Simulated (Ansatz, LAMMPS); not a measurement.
# Forces and charges in glassy 62P2O5-14Al2O3-24BaO (mol %) (160 atoms), part 2 of 2

Aim: energy, forces, charges and density of states of glassy 62P2O5-14Al2O3-24BaO (mol %) (160 atoms) at a fixed geometry.

Ansatz 0.2.0; Kohn-Sham DFT, PBE, PAW (set soft_2), plane waves.

The cell: 36 P, 8 Al, 7 Ba and 109 O. The quench rate of 10 K/ps is orders of magnitude faster than experiment. The starting topology of bonds comes from the classical model. Sampling is at Γ alone, for a cell whose shortest periodic width is 13 Å. No spin–orbit coupling is included.

So far. Step 3 (Plane-wave single point): Mean Löwdin charges: Al +1.38, Ba +1.81, O -0.81, P +2.24 e (they miss 1.7 % of the electrons, so they add up to more than the cell's charge).

### 4. Distances and neighbours

Bonds and neighbours are counted at the geometry of the runs.

Density 2.90 g/cm³, 14.44 Å³ an atom.

Pair distribution functions g(r), in bins of 0.2 Å:

| r (Å) | total | O-O | O-P | O-Al | O-Ba | P-P | P-Al |
| --- | --- | --- | --- | --- | --- | --- | --- |
| 1.40 | 1.12 | 0.00 | 3.66 | 0.00 | 0.00 | 0.00 | 0.00 |
| 1.60 | 3.38 | 0.00 | 10.67 | 1.55 | 0.00 | 0.00 | 0.00 |
| 1.80 | 0.57 | 0.00 | 0.07 | 8.11 | 0.00 | 0.00 | 0.00 |
| 2.00 | 0.09 | 0.00 | 0.00 | 1.37 | 0.00 | 0.00 | 0.00 |
| 2.20 | 0.03 | 0.03 | 0.00 | 0.21 | 0.00 | 0.00 | 0.00 |
| 2.40 | 1.31 | 2.80 | 0.00 | 0.19 | 0.00 | 0.00 | 0.00 |
| 2.60 | 1.54 | 3.08 | 0.07 | 0.00 | 1.39 | 0.00 | 0.00 |
| 2.80 | 0.59 | 0.86 | 0.12 | 0.00 | 2.47 | 0.00 | 0.39 |
| 3.00 | 0.70 | 0.68 | 0.21 | 0.12 | 1.74 | 3.19 | 2.10 |
| 3.20 | 0.76 | 0.72 | 0.31 | 0.51 | 0.59 | 2.01 | 6.85 |
| 3.40 | 0.78 | 0.88 | 0.78 | 0.72 | 0.42 | 0.13 | 1.96 |
| 3.60 | 1.02 | 0.66 | 1.80 | 1.68 | 0.37 | 0.00 | 0.00 |
| 3.80 | 1.10 | 0.68 | 1.77 | 1.52 | 0.83 | 0.30 | 0.00 |
| 4.00 | 1.33 | 1.04 | 1.93 | 1.58 | 0.61 | 1.16 | 0.21 |
| 4.20 | 1.17 | 0.81 | 1.40 | 2.27 | 0.97 | 1.13 | 1.07 |
| 4.40 | 0.98 | 0.92 | 0.92 | 1.43 | 1.05 | 1.47 | 0.64 |
| 4.60 | 1.01 | 1.17 | 0.76 | 0.40 | 1.42 | 1.34 | 1.20 |
| 4.80 | 1.23 | 1.51 | 0.77 | 0.92 | 1.31 | 1.78 | 1.40 |
| 5.00 | 1.09 | 1.29 | 0.77 | 0.67 | 1.58 | 1.24 | 1.40 |
| 5.20 | 0.92 | 1.02 | 0.78 | 0.50 | 1.43 | 1.15 | 0.71 |
| 5.40 | 1.00 | 0.97 | 0.97 | 1.12 | 1.07 | 0.78 | 1.53 |
| 5.60 | 0.93 | 0.93 | 0.94 | 0.85 | 0.96 | 0.90 | 1.22 |
| 5.80 | 0.90 | 0.86 | 0.96 | 1.23 | 0.64 | 0.85 | 1.05 |
| 6.00 | 0.92 | 0.79 | 1.10 | 0.97 | 1.10 | 0.67 | 0.70 |
| 6.20 | 0.95 | 0.88 | 1.18 | 0.96 | 0.69 | 0.48 | 1.25 |
| 6.40 | 0.93 | 0.91 | 1.00 | 1.03 | 0.89 | 0.80 | 0.47 |

Bonds by pair of elements; cutoffs follow the first minimum of g(r), held within bounds set by covalent radii, and pairs that aren't listed don't count as bonded:

| pair A-B | cutoff (Å) | bonds | mean length (Å) | spread (Å) | shortest (Å) | B about A | A about B |
| --- | --- | --- | --- | --- | --- | --- | --- |
| O-P | 2.11 | 145 | 1.54 | 0.05 | 1.46 | 1.33 | 4.03 |
| O-Al | 2.49 | 36 | 1.83 | 0.146 | 1.61 | 0.33 | 4.5 |
| O-Ba | 3.48 | 45 | 2.90 | 0.21 | 2.56 | 0.413 | 6.43 |

How many atoms have how many bonded neighbours:

| element | mean | 1 | 2 | 3 | 4 | 5 | 6 | 7 | 8 |
| --- | --- | --- | --- | --- | --- | --- | --- | --- | --- |
| Al | 4.5 | 0 | 0 | 0 | 4 | 4 | 0 | 0 | 0 |
| Ba | 6.43 | 0 | 0 | 0 | 0 | 1 | 3 | 2 | 1 |
| O | 2.07 | 9 | 83 | 17 | 0 | 0 | 0 | 0 | 0 |
| P | 4.03 | 0 | 0 | 0 | 35 | 1 | 0 | 0 | 0 |

Bond angles, per cent of each kind in bins of 5°:

| angle (°) | O-P-O | O-Ba-O | O-Al-O | Ba-O-P | Al-O-P |
| --- | --- | --- | --- | --- | --- |
| 45–50 | 0.0 | 1.6 | 0.0 | 0.0 | 0.0 |
| 50–55 | 0.0 | 1.6 | 0.0 | 0.0 | 0.0 |
| 55–60 | 0.0 | 1.6 | 0.0 | 0.0 | 0.0 |
| 60–65 | 0.0 | 3.2 | 0.0 | 0.0 | 0.0 |
| 65–70 | 0.0 | 4.8 | 0.0 | 0.0 | 0.0 |
| 70–75 | 0.0 | 11.2 | 0.0 | 0.0 | 0.0 |
| 75–80 | 0.0 | 10.4 | 1.6 | 0.0 | 0.0 |
| 80–85 | 0.0 | 6.4 | 6.2 | 0.0 | 0.0 |
| 85–90 | 1.4 | 8.8 | 7.8 | 0.0 | 0.0 |
| 90–95 | 1.4 | 4.0 | 17.2 | 4.3 | 0.0 |
| 95–100 | 4.1 | 1.6 | 9.4 | 2.2 | 0.0 |
| 100–105 | 15.0 | 4.8 | 6.2 | 4.3 | 0.0 |
| 105–110 | 33.6 | 1.6 | 14.1 | 6.5 | 0.0 |
| 110–115 | 28.2 | 3.2 | 15.6 | 0.0 | 2.8 |
| 115–120 | 13.6 | 1.6 | 4.7 | 17.4 | 0.0 |
| 120–125 | 1.8 | 3.2 | 1.6 | 8.7 | 5.6 |
| 125–130 | 0.5 | 4.8 | 1.6 | 6.5 | 5.6 |
| 130–135 | 0.0 | 5.6 | 3.1 | 10.9 | 2.8 |
| 135–140 | 0.0 | 5.6 | 3.1 | 2.2 | 8.3 |
| 140–145 | 0.0 | 3.2 | 0.0 | 10.9 | 16.7 |
| 145–150 | 0.0 | 8.0 | 1.6 | 4.3 | 11.1 |
| 150–155 | 0.0 | 1.6 | 1.6 | 10.9 | 16.7 |
| 155–160 | 0.0 | 0.8 | 0.0 | 4.3 | 2.8 |
| 160–165 | 0.0 | 0.8 | 1.6 | 4.3 | 16.7 |
| 165–170 | 0.0 | 0.0 | 1.6 | 2.2 | 5.6 |
| 170–175 | 0.5 | 0.0 | 0.0 | 0.0 | 2.8 |
| 175–180 | 0.0 | 0.0 | 1.6 | 0.0 | 2.8 |

Bond angles (no mean is given where the spread exceeds 20°):

| angle | count | mean (°) | spread (°) |
| --- | --- | --- | --- |
| O-P-O | 220 | 109 | 7.6 |
| O-Ba-O | 125 | - | - |
| O-Al-O | 64 | - | - |
| Ba-O-P | 46 | 131 | 19.6 |
| Al-O-P | 36 | 148 | 14.8 |

Oxygen atoms by the number of network formers (Si, P, Ge, B, Al, As, Ga) bound to them:

| network formers bound to O | O atoms | per cent |
| --- | --- | --- |
| 0 | 0 | 0 |
| 1 | 37 | 33.9 |
| 2 | 72 | 66.1 |

Network units: each former by its oxygen neighbours and how many of them bridge to another former:

| former | O neighbours | bridging O | atoms |
| --- | --- | --- | --- |
| P | 4 | 2 | 7 |
| P | 4 | 3 | 23 |
| P | 4 | 4 | 5 |
| P | 5 | 5 | 1 |
| Al | 4 | 4 | 4 |
| Al | 5 | 5 | 4 |

Bond length by coordination (bonds to H left out):

| element | coordination | atoms | mean bond length (Å) |
| --- | --- | --- | --- |
| Al | 4 | 4 | 1.75 |
| Al | 5 | 4 | 1.9 |
| Ba | 5 | 1 | 2.87 |
| Ba | 6 | 3 | 2.85 |
| Ba | 7 | 2 | 2.93 |
| Ba | 8 | 1 | 2.99 |
| O | 1 | 9 | 1.49 |
| O | 2 | 83 | 1.72 |
| O | 3 | 17 | 2.38 |
| P | 4 | 35 | 1.53 |
| P | 5 | 1 | 1.65 |

Rings of the network by King's shortest-path rule, up to 12 atoms, one path for each pair of neighbours; H, halogens, alkali and alkaline-earth atoms are left out, and the last column divides by all other atoms, bonded or not:

| ring size (atoms) | rings | per network atom |
| --- | --- | --- |
| 8 | 3 | 0.02 |
| 10 | 8 | 0.052 |
| 12 | 9 | 0.059 |

For some of the pairs, g(r) has its first main peak near 2.5 Å (O-O), 1.5 Å (O-P), 1.8 Å (O-Al), 2.8 Å (O-Ba), 3.1 Å (P-P) and 3.2 Å (P-Al). By these cutoffs 50 % of Al atoms have 4 and as many 5, 43 % of Ba atoms have 6, 76 % of O atoms have 2 and 97 % of P atoms have 4 bonded neighbours. The O-P-O angle averages 109° with a spread of 8°. 66 % of the oxygens bridge two formers (P and Al) and 34 % are non-bridging. The commonest P unit has 4 oxygens, 3 of them shared with other formers (23 of 36 atoms). Rings of 12 atoms are the most common (45 % of those counted); sizes run from 8 to 12, where the search stops.

The surroundings of O101, which has 1 bonded neighbour where the commonest count for O is 2, nearest first, numbered as they follow in the input and with coordinates relative to it.

| atom | x | y | z | distance (Å) | bonds | Löwdin charge (e) | Fx | Fy | Fz (eV/Å) |
| --- | --- | --- | --- | --- | --- | --- | --- | --- | --- |
| O101 | 0.00 | 0.00 | 0.00 | 0.00 | 1 | -0.89 | -0.34 | -0.20 | 0.55 |
| P5 | -0.50 | -0.65 | -1.25 | 1.49 | 4 | 2.21 | 0.50 | -0.67 | 4.51 |
| O91 | 0.17 | 0.28 | -2.30 | 2.32 | 2 | -0.73 | 0.83 | 0.69 | -3.60 |
| O151 | -2.02 | -0.45 | -1.41 | 2.51 | 3 | -0.85 | -2.73 | -0.08 | -1.15 |
| O59 | -0.10 | -2.12 | -1.39 | 2.53 | 2 | -0.78 | -0.02 | -0.05 | -1.37 |
| O56 | -0.97 | 1.24 | 2.24 | 2.74 | 2 | -0.70 | -0.42 | -0.80 | 1.76 |
| O87 | -1.59 | -1.21 | 1.94 | 2.79 | 2 | -0.69 | 0.55 | 3.38 | -0.05 |
| O86 | 1.52 | 1.59 | 1.84 | 2.86 | 2 | -0.73 | -0.51 | -1.41 | 1.06 |
| P26 | 0.16 | 2.25 | 1.88 | 2.93 | 4 | 2.26 | -2.23 | 3.37 | -4.12 |
| P22 | -2.14 | 0.20 | 2.00 | 2.94 | 4 | 2.33 | 1.98 | -1.36 | 0.37 |
| O138 | 1.25 | -1.66 | 2.24 | 3.06 | 2 | -0.87 | -0.76 | 0.05 | 0.84 |
| O60 | -0.12 | 3.02 | 0.62 | 3.08 | 1 | -0.79 | 0.57 | -1.29 | 1.60 |
| O137 | -2.89 | 0.70 | 0.82 | 3.09 | 2 | -0.77 | -0.78 | 0.49 | 1.02 |

The column of bonds counts only the pairs O-P within 2.11 Å, O-Al within 2.49 Å, O-Ba within 3.48 Å; other neighbours, such as metal atoms beside each other in a compound, aren't counted, and periodic images can show an atom twice.

### 5. Outcome

| Property | Result |
| --- | --- |
| free energy per atom | -844.2523 eV/atom |
| pressure | 2.844 GPa |
| r.m.s. force component | 1.404 eV/Å |
| gap (highest filled to lowest empty level) | 1.935 eV |
| wall time of the 1 DFT run | 1.9 min |

In words: The highest filled and lowest empty levels differ by 1.93 eV (at Γ alone); a semilocal functional tends to put such gaps too low. In a disordered cell it changes from sample to sample, and tail or defect levels can set it. With the cutoffs above, 50 % of Al atoms have 4 and as many 5, 43 % of Ba atoms have 6, 76 % of O atoms have 2 and 97 % of P atoms have 4 bonded neighbours. 66 % of the oxygens bridge two formers (P and Al) and 34 % are non-bridging.

Caveats: The force components of 1.4 eV/Å r.m.s. reflect the temperature of the frame as well as the gap between the generating potential and DFT. The pressure of 2.8 GPa is that of one thermal frame, in which the classical model's bond lengths enter as well as the volume, without the kinetic term.

[Hosts, paths, dates, database ids (printed as entryN), source tags and the programs' standing remarks are cut or masked in the printed files.]
